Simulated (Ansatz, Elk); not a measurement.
**How far do independent atoms describe NaHCl2?**

Structure refinements treat a crystal as free atoms side by side. For a made-up structure of NaHCl2 (cell and positions from a PBE relaxation) the runs below show what the calculated density changes in F(hkl).

Main program and level: Elk 11.2.3 (patched build); DFT, PBE, all-electron APW+lo, Dirac cores, scalar-relativistic bands, static density, no spin.

This account leaves out most program logs.

The structure was built from a prototype and need not be the compound's stable phase.

## (1) The structure

The structure is trigonal, space group R-3m (No. 166). The conventional cell has a = 4.333 Å, b = 4.333 Å, c = 17.774 Å, α = 90.00°, β = 90.00°, γ = 120.00°. Cl has 1 H at 1.56 Å and 3 Na at 2.87 Å nearest. Nearest to Na lie 6 Cl at 2.87 Å. Nearest to H lie 2 Cl at 1.56 Å. Farther neighbours and most contacts between anions are not listed.

## (2) Ground state and structure factors

An all-electron density is needed, since X-rays see the cores too. Task 0 finds the density and task 195 Fourier-transforms it; tshift is off so that phases refer to the origin typed.

Contents of elk.in:

```
tasks
  0
  195

xctype
  20

spinpol
  .false.

rgkmax
  7.0

gmaxvr
  14.0

lmaxo
  7

lmaxapw
  8

swidth
  0.002

tshift
  .false.

ramdisk
  .false.

hmaxvr
  5.5

maxscl
  120

epspot
  1e-06

sppath
  './'

avec
  4.09401943308 2.36368322175 11.19596450491
  -4.09401943308 2.36368322175 11.19596450491
  0.00000000000 -4.72736644351 11.19596450491

atoms
  3
  'Cl.in'
  2
  0.5877991585 0.5877991585 0.5877991585   0.000000 0.000000 0.000000
  0.4122008415 0.4122008415 0.4122008415   0.000000 0.000000 0.000000
  'Na.in'
  1
  -0.0000000000 -0.0000000000 -0.0000000000   0.000000 0.000000 0.000000
  'H.in'
  1
  0.5000000000 0.5000000000 0.5000000000   0.000000 0.000000 0.000000

ngridk
  6 6 6
```

Launch:

```
$ OMP_NUM_THREADS=4 elk
```

Run time: 36 s. Hardware: 4 threads of Intel Xeon Platinum 8488C (Sapphire Rapids), shared host; peak memory 0.24 GiB; 1.8 min of CPU time.

SFACRHO.OUT:

```text

h k l indices transformed by vhmat matrix:
   1.000000000       0.000000000       0.000000000    
   0.000000000       1.000000000       0.000000000    
   0.000000000       0.000000000       1.000000000    

      h      k      l  multipl.   |H|            Re(F)            Im(F)           |F|

      0      0      0      1   0.0000000       45.999999      0.54266495E-16   45.999999    
      1      1      1      2  0.56120090       11.886811      0.31862732E-16   11.886811    
      0      0     -1      6  0.90560412      -15.650034     -0.22394353E-16   15.650034    
     -1     -1      0      6  0.96182170       22.236388      0.11458267E-15   22.236388    
     -2     -2     -2      2   1.1224018      -16.723409     -0.19181142E-15   16.723409    
     -2     -1     -1      6   1.1597541      -6.1709847      0.18610102E-15   6.1709847    
     -2     -1     -2      6   1.2884006       30.767021     -0.11213792E-15   30.767021    
     -1      0      1      6   1.5347229       30.502243     -0.46418758E-16   30.502243    
     -2     -3     -2      6   1.5810861       23.960098     -0.22494929E-15   23.960098    
     -1      0     -2     12   1.6341116       9.0593374      0.10221766E-14   9.0593374    
     -3     -3     -3      2   1.6836027       1.8437758     -0.24678278E-15   1.8437758    
     -3     -2     -3      6   1.7391791       1.6097789      0.48204564E-15   1.6097789    
      1     -1      1      6   1.7819913      -10.385846      0.49948908E-16   10.385846    
      0      0     -2      6   1.8112082       16.673369      0.53040977E-16   16.673369    
      3      1      2     12   1.9013574      -12.067977     -0.56843359E-16   12.067977    
      2      2      0      6   1.9236434      -4.2077938     -0.12925681E-15   4.2077938    
     -1     -1     -3      6   2.0038339       24.237818     -0.11756753E-15   24.237818    
     -4     -3     -3      6   2.0699106       20.451905      0.14339797E-14   20.451905
```

Elk indexes on the primitive cell of elk.in and gives |H| = 4π sin θ/λ in inverse bohr. Below, one row stands for each form hkl of the conventional cell (m members, Friedel mates merged), F is for one primitive cell and the density is static (no thermal factor). Free-atom factors are Waasmaier and Kirfel's, and R is Σm||F|−|F'||/Σm|F|.

```tsv
hkl	m	sin θ/λ (Å⁻¹)	abs F, DFT	neutral atoms	diff.
003	2	0.084	11.887	11.794	+0.093
101	6	0.136	15.650	15.422	+0.228
012	6	0.145	22.236	22.171	+0.066
006	2	0.169	16.723	16.235	+0.489
104	6	0.174	6.171	5.941	+0.230
015	6	0.194	30.767	30.521	+0.246
110	6	0.231	30.502	30.541	-0.039
107	6	0.238	23.960	23.872	+0.089
113	12	0.246	9.059	9.132	-0.073
009	2	0.253	1.844	1.958	-0.114
018	6	0.262	1.610	1.669	-0.059
021	6	0.268	10.386	10.362	+0.024
202	6	0.272	16.673	16.720	-0.047
116	12	0.286	12.068	12.045	+0.023
024	6	0.289	4.208	4.304	-0.096
205	6	0.301	24.238	24.330	-0.092
1 0 10	6	0.311	20.452	20.454	-0.003
027	6	0.331	19.850	19.825	+0.026
0 1 11	6	0.337	11.389	11.376	+0.013
0 0 12	2	0.338	23.345	23.434	-0.090
119	12	0.343	1.656	1.630	+0.025
208	6	0.349	1.118	1.167	-0.049
```

## (3) The highest occupied states alone

An energy window below the Fermi level keeps the highest occupied states, to see at which angles they scatter; shallow core shells can lie inside it and anion s states outside. No new self-consistency is needed.

elk.in, as its differences from that of step 2:

```diff
@@ -1,3 +1,2 @@
 tasks
-  0
   195
@@ -40,2 +39,5 @@
 
+wsfac
+  -0.396500 0.271000
+
 sppath
```

Launch:

```
$ OMP_NUM_THREADS=4 elk
```

Run time: 5.2 s. Hardware: 4 threads; peak memory 0.16 GiB; 6 s of CPU time.

States within 10 eV below the Fermi level hold 12.00 electrons; any levels below the window count with the cores. Their amplitudes can exceed the total, where window and core parts have opposite phase:

```tsv
hkl	sin θ/λ (Å⁻¹)	abs F, window	abs F, all
003	0.084	0.578	11.887
101	0.136	5.790	15.650
012	0.145	3.078	22.236
006	0.169	4.500	16.723
104	0.174	2.446	6.171
015	0.194	3.207	30.767
110	0.231	2.544	30.502
107	0.238	1.288	23.960
113	0.246	0.105	9.059
009	0.253	1.001	1.844
```

## (4) Another functional

The difference from free atoms is small, so it is set against the change that PBEsol makes.

elk.in, as its differences from that of step 3:

```diff
@@ -1,2 +1,3 @@
 tasks
+  0
   195
@@ -4,3 +5,3 @@
 xctype
-  20
+  22
 
@@ -39,5 +40,2 @@
 
-wsfac
-  -0.396500 0.271000
-
 sppath
```

Launch:

```
$ OMP_NUM_THREADS=4 elk
```

The job ended after 38 s (4 threads; peak memory 0.24 GiB).

Against the first run R = 0.07 %; the largest change is -0.022 at 110.

## (5) A coarser k-mesh

About half the k-points along each axis test the sampling.

elk.in, as its differences from that of step 4:

```diff
@@ -5,3 +5,3 @@
 xctype
-  22
+  20
 
@@ -62,2 +62,2 @@
 ngridk
-  6 6 6
+  3 3 3
```

Launch:

```
$ OMP_NUM_THREADS=4 elk
```

The job ended after 18 s (4 threads; peak memory 0.23 GiB; 35 s of CPU time).

Against the first run R = 0.00 %; the largest change is +0.001 at 101.

## (6) Basis size

A smaller basis shows how fast F responds to it; the change is likely larger than the basis error of the first run, but doesn't show convergence.

elk.in, as its differences from that of step 5:

```diff
@@ -11,3 +11,3 @@
 rgkmax
-  7.0
+  5.5
 
@@ -62,2 +62,2 @@
 ngridk
-  3 3 3
+  6 6 6
```

Launch:

```
$ OMP_NUM_THREADS=4 elk
```

Elapsed: 21 s, on 4 threads; peak memory 0.22 GiB; 50 s of CPU time.

Against the first run R = 0.06 %; the largest change is -0.018 at 0 0 12.

## (7) Settings against the effect

```tsv
run	R against the first run (%)	R against neutral atoms, low angle (%)	wall time
PBE, rgkmax 7	0.00	0.72	36 s
PBEsol	0.07	0.71	38 s
k-mesh 3×3×3	0.00	0.72	18 s
rgkmax 5.5	0.06	0.71	21 s
```

## (8) Outcome

| Quantity | Value |
| --- | --- |
| R against neutral atoms, sin θ/λ < 0.3 Å⁻¹ | 0.72 % |
| R against neutral atoms, 0.3 to 0.74 Å⁻¹ | 0.28 % |

**Reading.** Independent neutral atoms miss the calculated amplitudes by R = 0.72 % below 0.3 Å⁻¹ and 0.28 % from there to 0.74 Å⁻¹; by shells, 0.77 % below 0.15 Å⁻¹ (3 forms), 0.71 % 0.15 to 0.3 (12 forms), 0.45 % 0.3 to 0.45 (24 forms), 0.24 % above 0.45 (110 forms). Bonding, aspherical density and the tables' own atoms all enter these figures, and the runs don't part them. The largest change of an amplitude is +0.49 electrons, at 006. The window's part falls from 12.0 electrons at the origin to at most 0.30 between 0.45 and 0.74 Å⁻¹. Below 0.3 Å⁻¹ the changes that finished (PBEsol, k-mesh 3×3×3 and rgkmax 5.5) move F by R = 0.07 % at most, against the 0.72 % that separates it from free atoms. Part of the difference isn't bonding: the tables are fits to free atoms and ions calculated by other methods than this functional. Thermal motion, anomalous dispersion and extinction are left out.

[Logs are printed without paths, hosts, clocks, repeated set-up lines and the standing remarks that a program may print on its own settings, such as how far it seeks lower states.]

[Hosts, paths, dates, database ids (printed as entryN), source tags and the programs' standing remarks are cut or masked in the printed files.]
